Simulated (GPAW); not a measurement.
# Core-hole calculation of the Ti K edge in TiPd (Pm-3m), part 2 of 2

What does one-electron theory with a core hole give for the Ti K edge of TiPd (Pm-3m)?

GPAW 26.7.0; X-ray absorption from dipole matrix elements to empty bands, plane-wave PAW LDA.

So far. Step 5 (Spectrum with XCH, Ti atom 2): Main maxima below 30 eV (height): 0.6 eV (0.81), 4.9 eV (0.76), 12.9 eV (1.38), 16.4 eV (1.63) and 23.9 eV (0.97).  Step 5 (Spectrum with XCH, Ti atom 2): The total-energy difference is 4970.20 eV. One term is added: -22.68 eV, since the hole is spin-paired here and a spin-polarised one costs that much less in the free atom (computed apart). The photon energy is then 4947.52 eV. The tabulated edge of the element is 4966 eV.

### Step 7. Spectrum with XCH, Ti atom 2

A smaller cell brings the holes closer; here they are 3.2 Å apart.

Changed against the first core-hole run: supercell atoms from 18 to 2; the field's mesh follows (4×4×4 to 8×8×8).

Contents of xas.py:

```python
import numpy as np
from ase import Atoms
from ase.parallel import parprint, paropen
from gpaw import GPAW, PW, FermiDirac, Mixer, MixerDif, setup_paths
from gpaw.test import gen
setup_paths.insert(0, '.')
gen('Ti', name='fch1s', xcname='LDA', corehole=(1, 0, 1), write_xml=True)
from gpaw.mpi import world
world.barrier()

atoms = Atoms('PdTi',
    cell=[[3.18, 0, 0],
     [0, 3.18, 0],
     [0, 0, 3.18]],
    scaled_positions=[[0, 0, 0],
     [0.5, 0.5, 0.5]],
    pbc=True)
atoms.calc = calc = GPAW(legacy_gpaw=True, mode=PW(430), xc='LDA', setups={1: 'fch1s'},
    kpts={'size': (8, 8, 8), 'gamma': True}, occupations=FermiDirac(0.1),
    charge=-1, mixer=Mixer(0.1, 5, 50), maxiter=150,
    convergence={'density': 0.0001}, txt='scf.txt')
energy = atoms.get_potential_energy() + calc.get_reference_energy()
ef = calc.get_fermi_level()
out = dict(energy=energy, fermi=ef, forces=atoms.get_forces().tolist())
parprint(f'all-electron energy {energy:.4f} eV, Fermi level {ef:.4f} eV')
ev = np.array([[calc.get_eigenvalues(k, s) for k in range(len(calc.get_ibz_k_points()))] for s in range(calc.get_number_of_spins())])
out['homo'], out['lumo'], out['counts'] = ev[ev < ef].max(), ev[ev > ef].min(), sorted(set((ev < ef).sum((0, 2)).tolist()))
out['filled'] = (ev[:, 0] < ef).sum(1).tolist()

from ase.units import Ha
from gpaw.xas import dipole_matrix_elements
nb = int(calc.get_number_of_electrons() / 2) + 33
top = nb
nscf = calc.fixed_density(kpts={'size': (8, 8, 8), 'gamma': True},
    convergence={'eigenstates': 1.0}, txt='nscf.txt')
nscf.diagonalize_full_hamiltonian(nbands=nb)
cell = atoms.cell.array
ops = [cell.T @ U.T @ np.linalg.inv(cell.T) for U in nscf.wfs.kd.symmetry.op_scc]
E = np.arange(-6, 34, 0.1)
fwhm = np.interp(E, [4, 25], [0.94, 3.5])
Y, X, zero, highest = 0, 0, 1e9, 1e9
for spin in range(nscf.get_number_of_spins()):
    wfs = nscf.wfs
    A = dipole_matrix_elements(wfs.setups[1])
    eps = np.zeros((wfs.kd.nibzkpts, nb))
    d = np.zeros((3, A.shape[1], wfs.kd.nibzkpts, nb), complex)
    for kpt in wfs.kpt_u:
        if kpt.s == spin and 1 in kpt.P_ani:
            eps[kpt.k] = kpt.eps_n * Ha
            d[:, :, kpt.k] = (kpt.weight * wfs.nspins / 2) ** 0.5 * np.inner(A, kpt.P_ani[1])
    world.sum(eps)
    world.sum(d)
    T = np.einsum('amkn,bmkn->abkn', d, d.conj()).real
    T = sum(np.einsum('ai,ijkn,bj->abkn', R, T, R) for R in ops) / len(ops)
    empty = eps > ef
    zero, highest = min(zero, eps[empty].min()), min(highest, eps[:, top - 1].min())
    lines = [(eps, T, empty)] if spin == 0 else lines + [(eps, T, empty)]
for eps, T, empty in lines:
    f = np.einsum('aakn->akn', T).reshape(3, -1)
    x = eps.ravel() - zero
    w = np.interp(x, E, fwhm) / 2.35482
    g = np.exp(-0.5 * ((E[:, None] - x) / w) ** 2) / (w * (2 * np.pi) ** 0.5)
    Y = Y + (f * empty.ravel()) @ g.T
    X = X + (f * ~empty.ravel()) @ g.T
out.update(E=E.round(2).tolist(), xas=Y.tolist(), xes=X.tolist(), zero=zero, valid=highest - zero, nk=len(eps), nb=nb)
for i in range(0, len(E), 10):
    parprint(f'{E[i]:7.2f}', *(f'{v:10.3e}' for v in Y[:, i]))
import json
with paropen('out.json', 'w') as f:
    json.dump(out, f)
```

On the command line:

```sh
> OMP_NUM_THREADS=1 mpirun -n 4 gpaw python xas.py
```

Run time: 16 s. Hardware: 4 MPI ranks of Arm Neoverse V1, shared host; peak memory 0.23 GiB; 64 s of CPU time.

These settings depart from the first run's and aren't meant as converged.

The scaled spectrum changes by 7 % r.m.s. The highest intensity below 24 eV goes from 16.4 eV (1.63) to 16.3 eV (1.67).

```csv
E (eV),first run,this run
-2.0,0.00,0.00
-0.5,0.08,0.09
1.0,0.58,0.42
2.5,0.32,0.59
4.0,0.70,0.64
5.5,0.63,0.57
7.0,0.55,0.59
8.5,1.10,1.14
10.0,1.24,1.22
11.5,1.27,1.24
13.0,1.38,1.29
14.5,1.33,1.36
16.0,1.61,1.65
17.5,1.44,1.47
19.0,0.93,0.94
20.5,0.76,0.80
22.0,0.86,0.84
23.5,0.97,0.92
25.0,0.93,0.91
26.5,0.78,0.77
28.0,0.74,0.71
29.5,0.84,0.83
31.0,0.90,0.91
```

### Step 8. With and without the hole

Both curves are counted from their own zero, so only the shift of weight within the empty states shows.

```csv
E (eV),no hole,XCH
-2.0,0.00,0.00
-1.0,0.00,0.00
0.0,0.43,0.44
1.0,0.63,0.58
2.0,0.26,0.27
3.0,0.54,0.50
4.0,0.77,0.70
5.0,0.70,0.75
6.0,0.50,0.50
7.0,0.55,0.55
8.0,0.88,0.94
9.0,1.18,1.17
10.0,1.13,1.24
11.0,1.27,1.26
12.0,1.26,1.32
13.0,1.34,1.38
14.0,1.32,1.31
15.0,1.36,1.41
16.0,1.59,1.61
17.0,1.65,1.57
18.0,1.35,1.26
19.0,0.97,0.93
20.0,0.80,0.77
21.0,0.80,0.78
22.0,0.87,0.86
23.0,0.94,0.94
24.0,0.97,0.97
25.0,0.95,0.93
26.0,0.86,0.83
27.0,0.76,0.75
28.0,0.72,0.74
29.0,0.77,0.80
30.0,0.86,0.87
31.0,0.90,0.90
32.0,0.90,0.91
```

With each curve scaled to its own mean, the area from −2 to 6 eV with the hole is 3.5 against 3.6, and the centre of weight from −1 to 20 eV moves by -0.0 eV (first and strongest maxima below 20 eV: 0.6 eV (0.86), 4.1 eV (0.78), 9.1 eV (1.18), 13.2 eV (1.34) and 16.7 eV (1.67) without the hole, 0.6 eV (0.81), 4.9 eV (0.76), 12.9 eV (1.38) and 16.4 eV (1.63) with it), a small effect on these measures.

### Step 9. Results

| Quantity | Value |
| --- | --- |
| absorber and edge | Ti K, atom 2 of the ground-state input (counted from 1) |
| surroundings | 8 Pd at 2.75 Å and 6 Ti at 3.18 Å (cube and octahedron, as in bcc, site symmetry m-3m) |
| highest intensity below 24 eV | 16.4 eV above the zero, height 1.63 |
| photon energy of the zero, with the added terms | 4947.5 eV (raw 4970.2 eV; LDA puts this hole about 13 eV below PBE, itself good to a few eV) |

In words: The Ti K edge of atom 2, with 8 Pd at 2.75 Å and 6 Ti at 3.18 Å (cube and octahedron, as in bcc, site symmetry m-3m), has its highest intensity of the first 24 eV at 16.4 eV above the zero, near 4964 eV in photon energy (LDA puts this hole about 13 eV below PBE, itself good to a few eV), 1.6 times the mean level of the first 20 eV (Gaussian full width 0.94 eV up to 4 eV, rising linearly to 3.5 eV at 25 eV). With each curve scaled to its own mean, the area from −2 to 6 eV with the hole is 3.5 against 3.6, and the centre of weight from −1 to 20 eV moves by -0.0 eV (first and strongest maxima below 20 eV: 0.6 eV (0.86), 4.1 eV (0.78), 9.1 eV (1.18), 13.2 eV (1.34) and 16.7 eV (1.67) without the hole, 0.6 eV (0.81), 4.9 eV (0.76), 12.9 eV (1.38) and 16.4 eV (1.63) with it), a small effect on these measures. A cell with holes 3.2 Å apart changes the curve by 7 % r.m.s. (7 % after the best shift). The strongest dipole feature below the main edge lies at 0.6 eV (height 0.81); the site has an inversion centre, so it comes from p states mixed with the neighbours' empty states, not from local p–d mixing. Quadrupole 1s→3d transitions, which feed the pre-edge, are not in the dipole spectrum. The mesh is coarse (0.25 Å⁻¹ between points), so small maxima may be mesh ripples. The structure is a published determination, not relaxed.

[Logs are printed without paths, hosts, clocks, repeated set-up lines and the standing remarks that a program may print on its own settings, such as how far it seeks lower states.]

[Hosts, paths, dates, database ids (printed as entryN), source tags and the programs' standing remarks are cut or masked in the printed files.]

[Lists of maxima count a maximum above −3 eV only where it reaches 4 % of the highest in the window and stands out from its surroundings by 2 % of it (1.5 % where it reaches 55 %); shoulders and weaker maxima are passed over, and of the rest the first, up to two pre-edge ones and the few strongest are named.]
